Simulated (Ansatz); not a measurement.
# How fast states decay through YLuCl6, part 2 of 4

A new crystal, YLuCl6: structure, gap and complex bands. It is built by putting Y for part of the Lu in the LuCl3 structure of space group P6_3/mmc, with the volume rescaled by atomic radii. The parent structure comes from the Materials Project.

Ansatz 0.2.0; r2SCAN DFT, plane waves, PAW files (the session's first sound run).

So far. Step 2 (Cell and atoms at rest): The largest force component on a free atom ends at 4.8e-4 eV/Å.

The structure was built from a prototype and need not be the compound's stable phase.

## Step 3: Band edges

The energy window and the wavevectors of the next steps follow from the band edges, so these are searched first, off the mesh as well.

The input, input.yaml:

```yaml
crystal:
  lattice:
    - [9.4978917391, 0.0, 0.0]
    - [-4.7489458696, 8.2254155285, 0.0]
    - [0.0, 0.0, 3.5448143279]
  atoms:
    - { symbol: "Y", position: [0.6666666667, 0.3333333333, 0.25] }
    - { symbol: Lu, position: [0.3333333333, 0.6666666667, 0.75] }
    - { symbol: Cl, position: [0.7865508709, 0.2134491291, 0.75] }
    - { symbol: Cl, position: [0.4268982582, 0.2134491291, 0.75] }
    - { symbol: Cl, position: [0.7865508709, 0.5731017418, 0.75] }
    - { symbol: Cl, position: [0.2163250721, 0.7836749279, 0.25] }
    - { symbol: Cl, position: [0.5673498557, 0.7836749279, 0.25] }
    - { symbol: Cl, position: [0.2163250721, 0.4326501443, 0.25] }
kpoints:
  mp_grid: { grid: [4, 4, 8] }
  band_path: { path: [VBM, CBM], npoints: 30 }
scf:
  occupations: { method: fixed }
hamiltonian:
  xc: r2scan
output:
  eigenvalues: true
  write_potential: true
  write_density: true
  volumetric_format: npy
```

Started as:

```bash
> ansatz run input.yaml --threads 2 --pin off --max-ram 4096MiB --backend cpu --events-out ev --progress --plain --runs-dir out
```

Numbers of over 12 decimals in the logs are rounded to 6 here.

Log:

```text
[...]
Crystal: 8 atoms, lattice volume = 276.935 Å³
Basis set: ecut = 500 eV, 7081 PW (Γ), exchange–correlation on 288×288×108 points (64 copies of the dense FFT grid, shifted against one another)
Bands: 47, of which v1, the nominal top of the filled ones, is band 39 counted from 1 (38 counted from 0)
Symmetry: 12 space group operations
[...]
k-points: 20 of 128 (time reversal used)
[...]
SCF iter   1: F=—  HF=-25124.483751 eV  |F-HF|=—  |Δ(HF+E_count)|=         —  Δρ=5.17e-3  dr2=6.84e-2  dr2_τ=5.54e-2  ethr=1.77e-3  ⟨swp⟩=5.0  Hψ=3039  notcnv=0  defer=96
[...]
SCF iter   8: F=-25124.546988 eV  HF=-25124.546988 eV  |F-HF|=1.50e-8  |Δ(HF+E_count)|=   2.37e-7  Δρ=2.10e-6  dr2=1.43e-8  dr2_τ=2.66e-9  ethr=1.28e-10  ⟨swp⟩=11.1  Hψ=3398  notcnv=0
SCF 1 converged in 8 iterations: F = -25124.546988 eV  dr2 = 1.43e-8
[...]
NSCF: frozen V_eff on 28 k-points
[...]
WARN: The output density's exchange-correlation potential varies sharply where the density is thin. Do not read a vacuum level from v_tot or v_xc, or from such a field of the output density. On a cell that repeats whose density bears no net charge and no dipole along the vacuum's axis use v_es (v_loc + v_h of the components); under efield.dipole_correction with no amplitude use v_es + v_field, which holds any externa [...]
SCF converged after 8 iterations
Free energy (F): -25124.546988 eV
[...]
Internal energy: -25124.546988 eV  (E = F + TS)
E sigma→0 (E₀):  -25124.546988 eV
Fermi energy:    0.304382 eV
[...]
--- Band table (eV; the first three rows and the last of 20) ---
  k-point 0: bands = [... 35 lower, -0.3079, -0.2506, -0.0638, 0.3002, 4.3596, 4.8194, 6.3266, 6.3266, ... 4 higher]
  k-point 1: bands = [... 35 lower, -0.4681, -0.2899, -0.2899, 0.3044, 4.7377, 5.2311, 6.3646, 6.3646, ... 4 higher]
  k-point 2: bands = [... 35 lower, -0.3809, -0.2151, -0.2151, 0.2980, 5.6471, 6.1875, 6.3129, 6.3129, ... 4 higher]
  k-point 19: bands = [... 35 lower, -0.2111, -0.1752, 0.1072, 0.1265, 5.8334, 5.9287, 6.0497, 6.1664, ... 4 higher]
```

Elapsed: 55 s, on 2 threads of Intel Xeon Platinum 8488C (Sapphire Rapids), shared host; peak memory 1.2 GiB; 1.8 min of CPU time.

Numbers from this step:

```
free energy         : -25124.5470 eV
Fermi energy        : 0.3044 eV
gap on the k-mesh   : 4.055 eV
gap on path         : 4.054 eV, by band count; negative where bands overlap
direct gap on path  : 4.059 eV
edge places on path : 0, 0.2954 1/A along the path
```

The electronic bands at the labelled points (eV, zero at the Fermi level (highest filled level under fixed occupations); v1 is the highest filled band, c1 the lowest empty one):

```
  point     v4     v3     v2    v1    c1    c2    c3    c4
    VBM  -0.80  -0.58  -0.58  0.00  4.69  5.21  6.07  6.07
halfway  -0.60  -0.60  -0.57  0.00  4.23  4.71  6.04  6.04
    CBM  -0.61  -0.56  -0.37  0.00  4.06  4.52  6.02  6.02
```

The searched edges give 4.05 eV, as on the mesh.

## Step 4: Complex bands

This step: r2SCAN DFT, plane waves, PAW files; complex bands by layer matching along the plane's normal (Ansatz 0.2.0).

The same crystal is laid in a cell whose first two vectors span the (100) plane (indices of the standard conventional cell, whose axes can be ordered otherwise than in the bulk input). At fixed energy and wavevector in the plane the solver finds all kz, real and complex. A few wavevectors are listed, (0, 0) and (0, 0.1667) in units of the plane's reciprocal vectors; the slowest state needn't be among them.

The input, input.yaml:

```yaml
crystal:
  lattice:
    - [9.497891739, 0.0, 0.0]
    - [0.0, 3.544814328, 0.0]
    - [4.74894587, 0.0, 8.225415528]
  atoms:
    - { symbol: "Y", position: [0.6666666667, 0.25, 0.6666666667] }
    - { symbol: Lu, position: [0.3333333333, 0.75, 0.3333333333] }
    - { symbol: Cl, position: [0.4268982582, 0.75, 0.7865508709] }
    - { symbol: Cl, position: [0.7865508709, 0.75, 0.4268982582] }
    - { symbol: Cl, position: [0.7865508709, 0.75, 0.7865508709] }
    - { symbol: Cl, position: [0.5673498557, 0.25, 0.2163250721] }
    - { symbol: Cl, position: [0.2163250721, 0.25, 0.5673498557] }
    - { symbol: Cl, position: [0.2163250721, 0.25, 0.2163250721] }
kpoints:
  mp_grid: { grid: [4, 6, 4] }
scf:
  occupations: { method: fixed }
hamiltonian:
  xc: r2scan
output:
  eigenvalues: true
  transmission:
    leads: [[0, 0]]
    kpoints: [[0.0, 0.0], [0.0, 0.1667]]
    e_range: [-1.0, 5.05]
    de: 0.15
```

Log:

```text
[...]
Crystal: 8 atoms, lattice volume = 276.935 Å³
Basis set: ecut = 500 eV, 7081 PW (Γ), exchange–correlation on 288×108×288 points (64 copies of the dense FFT grid, shifted against one another)
Bands: 47, of which v1, the nominal top of the filled ones, is band 39 counted from 1 (38 counted from 0)
Symmetry: 12 space group operations
[...]
k-points: 16 of 96 (time reversal used)
[...]
SCF iter   1: F=—  HF=-25124.483380 eV  |F-HF|=—  |Δ(HF+E_count)|=         —  Δρ=5.17e-3  dr2=6.84e-2  dr2_τ=5.54e-2  ethr=1.77e-3  ⟨swp⟩=5.0  Hψ=2434  notcnv=0  defer=81
[...]
SCF iter   8: F=-25124.546654 eV  HF=-25124.546654 eV  |F-HF|=1.47e-8  |Δ(HF+E_count)|=   2.41e-7  Δρ=2.10e-6  dr2=1.42e-8  dr2_τ=2.80e-9  ethr=1.28e-10  ⟨swp⟩=11.1  Hψ=2708  notcnv=0
SCF 1 converged in 8 iterations: F = -25124.546654 eV  dr2 = 1.42e-8
[...]
transmission: 14 of 28 steps passed
transmission: 28 of 28 steps passed
SCF converged after 8 iterations
Free energy (F): -25124.546654 eV
[...]
Internal energy: -25124.546654 eV  (E = F + TS)
E sigma→0 (E₀):  -25124.546654 eV
Fermi energy:    0.305433 eV
[...]
--- Band table (eV; the first three rows and the last of 16) ---
  k-point 0: bands = [... 35 lower, -0.3078, -0.2505, -0.0637, 0.3003, 4.3596, 4.8194, 6.3266, 6.3266, ... 4 higher]
  k-point 1: bands = [... 35 lower, -0.2579, -0.2329, -0.0795, 0.2038, 4.4253, 4.7921, 6.3364, 6.3451, ... 4 higher]
  k-point 2: bands = [... 35 lower, -0.2105, -0.1837, -0.1000, 0.0416, 4.5065, 4.7494, 6.3468, 6.3663, ... 4 higher]
  k-point 15: bands = [... 35 lower, -0.2110, -0.1751, 0.1073, 0.1266, 5.8333, 5.9287, 6.0497, 6.1664, ... 4 higher]
--- Transmission ---
  basis      : 355 plane waves across, 14 finite elements along
  points     : 2, as listed
  energies   : 41 from -1.000000 to 5.000000 eV about the Fermi level, 0.150000 eV apart; the leads are filled to 2.027078 eV, and channels, transmission and decay are at 2.000000 eV
  crystal 0  : Cl6Lu1Y1, at the sites [0, 0], period 8.2254 Å: whole cells are its period
    offset         : up to 0.0000 Å between an atom of the period and one for which it stands
    channels       : 0.000000e0 a spin
    conductance    : none, the energies end too early or step too widely for 300 K: set another output.transmission.e_range or a lower de, or, where they end at an eighth of basis.ecutwfc, a higher one
    slowest decay  : 0.5154 /Å at (0.0000, 0.0000)
```

Run time: 1.7 min. Hardware: 2 threads; peak memory 2 GiB.

A gap read on the k-mesh alone can miss the band edges.

Numbers from this step:

```yaml
free_energy: -25124.5467 eV
fermi_energy: 0.3054 eV
gap_on_the_k_mesh: 4.054 eV
level_to_which_the_leads_are_filled: 2.027 eV from the Fermi level
decay_constant_at_the_filling_level_zone_centre: 0.5154 Å⁻¹
decay_constant_at_the_filling_level_slowest_listed_point: 0.5154 Å⁻¹
```

K parallel (0, 0); values up to 1.5 1/Å, a degenerate pair printed once or twice; energies at which all values exceed this have no row. Table of Im kz of the slowest decaying states by energy, zero at the highest filled level on the SCF mesh:

```
energy (eV)  decay 1 (Å⁻¹)  decay 2 (Å⁻¹)  decay 3 (Å⁻¹)  decay 4 (Å⁻¹)
      -1.00         0.0241         0.0707          0.185          0.427
      -0.70          0.148          0.223          0.420          0.742
      -0.55          0.112          0.204          0.341          0.739
      -0.25          0.341          0.418          0.459          0.525
      -0.10          0.378          0.540          0.568          0.569
       0.05          0.138          0.406          0.601          0.602
       0.20          0.258          0.429          0.627          0.653
       0.50          0.385          0.463          0.665          0.723
       0.65          0.430          0.476          0.679          0.720
       0.95          0.495          0.503          0.702          0.711
       1.10          0.502          0.533          0.706          0.711
       1.40          0.512          0.585          0.694          0.724
       1.70          0.516          0.631          0.680          0.733
       1.85          0.516          0.652          0.672          0.736
       2.15          0.513          0.654          0.691          0.740
       2.30          0.510          0.644          0.710          0.741
       2.60          0.498          0.623          0.740          0.746
       2.90          0.478          0.600          0.737          0.781
       3.05          0.463          0.589          0.735          0.797
       3.35          0.423          0.565          0.727          0.828
       3.50          0.393          0.553          0.723          0.842
       3.80          0.299          0.530          0.710          0.862
       4.10          0.505          0.692          0.830          0.837
       4.25          0.110          0.491          0.679          0.799
       4.55          0.216          0.442          0.639          0.720
       4.70          0.460          0.602          0.650          0.762
       5.00          0.450          0.516          0.653          0.730
```

K parallel (0, 0.1667); values up to 1.5 1/Å, a degenerate pair printed once or twice; energies at which all values exceed this have no row. Im kz of the slowest decaying states against energy, zero at the highest filled level on the SCF mesh:

```
energy (eV)  decay 1 (Å⁻¹)  decay 2 (Å⁻¹)  decay 3 (Å⁻¹)  decay 4 (Å⁻¹)
      -1.00          0.195          0.229          0.426          0.585
      -0.70          0.216          0.310          0.558           1.00
      -0.55          0.157          0.486          0.631           1.05
      -0.25         0.0303          0.379          0.490          0.610
      -0.10          0.423          0.572          0.646          0.736
       0.05          0.136          0.456          0.635          0.674
       0.20          0.263          0.482          0.686          0.696
       0.50          0.394          0.521          0.731          0.752
       0.65          0.440          0.536          0.744          0.755
       0.95          0.511          0.558          0.756          0.766
       1.10          0.540          0.566          0.755          0.774
       1.40          0.579          0.589          0.749          0.788
       1.70          0.586          0.630          0.740          0.797
       1.85          0.588          0.647          0.734          0.801
       2.15          0.590          0.678          0.719          0.806
       2.30          0.589          0.691          0.710          0.808
       2.60          0.584          0.691          0.715          0.809
       2.90          0.575          0.669          0.734          0.808
       3.05          0.568          0.658          0.742          0.807
       3.35          0.549          0.634          0.755          0.803
       3.50          0.536          0.622          0.760          0.801
       3.80          0.498          0.600          0.766          0.794
       4.10          0.440          0.579          0.768          0.784
       4.25          0.398          0.569          0.768          0.777
       4.55          0.258          0.548          0.759          0.763
       4.70          0.537          0.744          0.759          0.836
       5.00          0.185          0.513          0.694          0.749
```

At the listed wavevectors the last open channel is at -0.10 eV and the next at +4.10 eV on the grid. At +2.00 eV, the grid energy nearest the filling level (the middle of the gap on the SCF mesh), the slowest state at the listed wavevectors decays with κ = 0.515 Å⁻¹, its amplitude falling by e over 1.9 Å. Through 1 nm of this crystal that state's transmission falls by exp(−2 × 0.515 Å⁻¹ × 10 Å) = 3.3e-5.

## Step 5: Decay over the two-dimensional zone

The listed points could miss the slowest state, so one energy near mid-gap is solved on a mesh of 4×10.

input.yaml, as its differences from that of step 4:

```diff
@@ -22,6 +22,2 @@
   eigenvalues: true
-  transmission:
-    leads: [[0, 0]]
-    kpoints: [[0.0, 0.0], [0.0, 0.1667]]
-    e_range: [-1.0, 5.05]
-    de: 0.15
+  transmission: { leads: [[0, 0]], kmesh: [4, 10], e_range: [2.03, 2.04], de: 0.05 }
```

Log:

```text
[...]
Crystal: 8 atoms, lattice volume = 276.935 Å³
Basis set: ecut = 500 eV, 7081 PW (Γ), exchange–correlation on 288×108×288 points (64 copies of the dense FFT grid, shifted against one another)
Bands: 47, of which v1, the nominal top of the filled ones, is band 39 counted from 1 (38 counted from 0)
Symmetry: 12 space group operations
[...]
k-points: 16 of 96 (time reversal used)
[...]
SCF iter   1: F=—  HF=-25124.483380 eV  |F-HF|=—  |Δ(HF+E_count)|=         —  Δρ=5.17e-3  dr2=6.84e-2  dr2_τ=5.54e-2  ethr=1.77e-3  ⟨swp⟩=5.0  Hψ=2434  notcnv=0  defer=81
[...]
SCF iter   8: F=-25124.546654 eV  HF=-25124.546654 eV  |F-HF|=1.47e-8  |Δ(HF+E_count)|=   2.41e-7  Δρ=2.10e-6  dr2=1.42e-8  dr2_τ=2.80e-9  ethr=1.28e-10  ⟨swp⟩=11.1  Hψ=2708  notcnv=0
SCF 1 converged in 8 iterations: F = -25124.546654 eV  dr2 = 1.42e-8
[...]
transmission: 48 of 216 steps passed
transmission: 96 of 216 steps passed
[...]
transmission: 216 of 216 steps passed
SCF converged after 8 iterations
Free energy (F): -25124.546654 eV
[...]
Internal energy: -25124.546654 eV  (E = F + TS)
E sigma→0 (E₀):  -25124.546654 eV
Fermi energy:    0.305433 eV
[...]
--- Band table (eV; the first three rows and the last of 16) ---
  k-point 0: bands = [... 35 lower, -0.3078, -0.2505, -0.0637, 0.3003, 4.3596, 4.8194, 6.3266, 6.3266, ... 4 higher]
  k-point 1: bands = [... 35 lower, -0.2579, -0.2329, -0.0795, 0.2038, 4.4253, 4.7921, 6.3364, 6.3451, ... 4 higher]
  k-point 2: bands = [... 35 lower, -0.2105, -0.1837, -0.1000, 0.0416, 4.5065, 4.7494, 6.3468, 6.3663, ... 4 higher]
  k-point 15: bands = [... 35 lower, -0.2110, -0.1751, 0.1073, 0.1266, 5.8333, 5.9287, 6.0497, 6.1664, ... 4 higher]
--- Transmission ---
  basis      : 355 plane waves across, 12 finite elements along
  points     : 18, standing for a mesh of 4 x 10
  energies   : 1 from 2.030000 to 2.030000 eV about the Fermi level; the leads are filled to 2.027078 eV, and channels, transmission and decay are at 2.030000 eV
  crystal 0  : Cl6Lu1Y1, at the sites [0, 0], period 8.2254 Å: whole cells are its period
[...]
channels       : 0.000000e0 a spin
    conductance    : none, crystal 0 has no channel at the energies, or these end too early or step too widely for 300 K: set another output.transmission.e_range or a lower de, or, where they end at an eighth of basis.ecutwfc, a higher one
    slowest decay  : 0.5151 /Å at (0.0000, 0.0000)
```

Run time: 90 s. Hardware: 2 threads; peak memory 2.4 GiB.

This step gave:

```
least decay constant on the mesh : 0.5151 Å⁻¹
```

Slowest decay constant (1/Å; 0 where a channel is open) over k1 and k2. At 2.0300 eV from the Fermi level.

Values, 10 rows by 4 columns:
```
0.819 0.726 0.699 0.726
0.828 0.763 0.735 0.763
0.751 0.658 0.623 0.658
0.685 0.580 0.544 0.580
0.662 0.551 0.515 0.551
0.685 0.580 0.544 0.580
0.751 0.658 0.623 0.658
0.828 0.763 0.735 0.763
0.819 0.726 0.699 0.726
0.823 0.708 0.675 0.708
```
Columns: k1 (b1) from -0.5 to 0.25; rows upwards: k2 (b2) from -0.5 to 0.4.

The least value on the mesh is 0.515 Å⁻¹ at +2.03 eV. At that energy the listed points give about 0.515 Å⁻¹ by interpolation, so the mesh holds no clearly slower state.

## Step 6: Band edges at another level, cutoff 420 eV

This step: PBEsol DFT, plane waves, PAW files (Ansatz 0.2.0).

The edges again with PBEsol, at the same atoms. Against that run the cutoff is 420 eV against 500.

The input, input.yaml:

```yaml
crystal:
  lattice:
    - [9.4978917391, 0.0, 0.0]
    - [-4.7489458696, 8.2254155285, 0.0]
    - [0.0, 0.0, 3.5448143279]
  atoms:
    - { symbol: "Y", position: [0.6666666667, 0.3333333333, 0.25] }
    - { symbol: Lu, position: [0.3333333333, 0.6666666667, 0.75] }
    - { symbol: Cl, position: [0.7865508709, 0.2134491291, 0.75] }
    - { symbol: Cl, position: [0.4268982582, 0.2134491291, 0.75] }
    - { symbol: Cl, position: [0.7865508709, 0.5731017418, 0.75] }
    - { symbol: Cl, position: [0.2163250721, 0.7836749279, 0.25] }
    - { symbol: Cl, position: [0.5673498557, 0.7836749279, 0.25] }
    - { symbol: Cl, position: [0.2163250721, 0.4326501443, 0.25] }
kpoints:
  mp_grid: { grid: [4, 4, 8] }
  band_path: { path: [VBM, CBM], npoints: 30 }
scf:
  occupations: { method: fixed }
hamiltonian:
  xc: pbesol
output:
  eigenvalues: true
```

Log:

```text
[...]
Crystal: 8 atoms, lattice volume = 276.935 Å³
Basis set: ecut = 420 eV, 5363 PW (Γ)
Bands: 47, of which v1, the nominal top of the filled ones, is band 39 counted from 1 (38 counted from 0)
Symmetry: 12 space group operations
[...]
k-points: 20 of 128 (time reversal used)
[...]
SCF iter   1: F=—  HF=-24788.820468 eV  |F-HF|=—  |Δ(HF+E_count)|=         —  Δρ=4.00e-3  dr2=7.56e-2  ethr=1.77e-3  ⟨swp⟩=5.1  Hψ=3384  notcnv=0  defer=106
[...]
SCF iter   8: F=-24788.803444 eV  HF=-24788.803444 eV  |F-HF|=3.67e-8  |Δ(HF+E_count)|=   1.25e-7  Δρ=3.37e-6  dr2=4.15e-8  ethr=1.28e-10  ⟨swp⟩=12.3  Hψ=5574  notcnv=0
SCF 1 converged in 8 iterations: F = -24788.803444 eV  dr2 = 4.15e-8
[...]
SCF converged after 8 iterations
Free energy (F): -24788.803444 eV
[...]
Internal energy: -24788.803444 eV  (E = F + TS)
E sigma→0 (E₀):  -24788.803444 eV
Fermi energy:    0.647091 eV
[...]
--- Band table (eV; the first three rows and the last of 20) ---
  k-point 0: bands = [... 35 lower, 0.0326, 0.1109, 0.2941, 0.6429, 4.1214, 4.5418, 6.0703, 6.0703, ... 4 higher]
  k-point 1: bands = [... 35 lower, -0.1180, 0.0511, 0.0511, 0.6471, 4.5084, 4.9668, 6.1215, 6.1215, ... 4 higher]
  k-point 2: bands = [... 35 lower, -0.0379, 0.1309, 0.1309, 0.6407, 5.4122, 5.9271, 6.0920, 6.0920, ... 4 higher]
  k-point 19: bands = [... 35 lower, 0.1349, 0.1722, 0.4500, 0.4699, 5.6273, 5.7223, 5.8471, 5.9637, ... 4 higher]
```

It took 31 s on 2 threads; peak memory 0.65 GiB; 61 s of CPU time.

Numbers from this step:

```
free energy        : -24788.8034 eV
Fermi energy       : 0.6471 eV
gap on the k-mesh  : 3.474 eV
gap on path        : 3.473 eV, by band count; negative where bands overlap
direct gap on path : 3.478 eV
```

Electronic bands along the path, in eV, zero at the Fermi level (highest filled level under fixed occupations); v1 is the highest filled band, c1 the lowest empty one:

```
  point     v4     v3     v2    v1    c1    c2    c3    c4
    VBM  -0.80  -0.58  -0.58  0.00  4.12  4.60  5.49  5.49
halfway  -0.61  -0.61  -0.56  0.00  3.66  4.09  5.45  5.45
    CBM  -0.61  -0.54  -0.35  0.00  3.47  3.89  5.42  5.42
```

The searched edges give 3.47 eV, as on the mesh.

For the gap on the k-mesh, step 3 gave 4.06 eV; this run, with PBEsol and cutoff 420 eV, gives 3.47 eV.

(Continued in part 3 of 4.)

[Logs are printed without paths, hosts, clocks, repeated set-up lines and the standing remarks that a program may print on its own settings, such as how far it seeks lower states.]

[Hosts, paths, dates, database ids (printed as entryN), source tags and the programs' standing remarks are cut or masked in the printed files.]
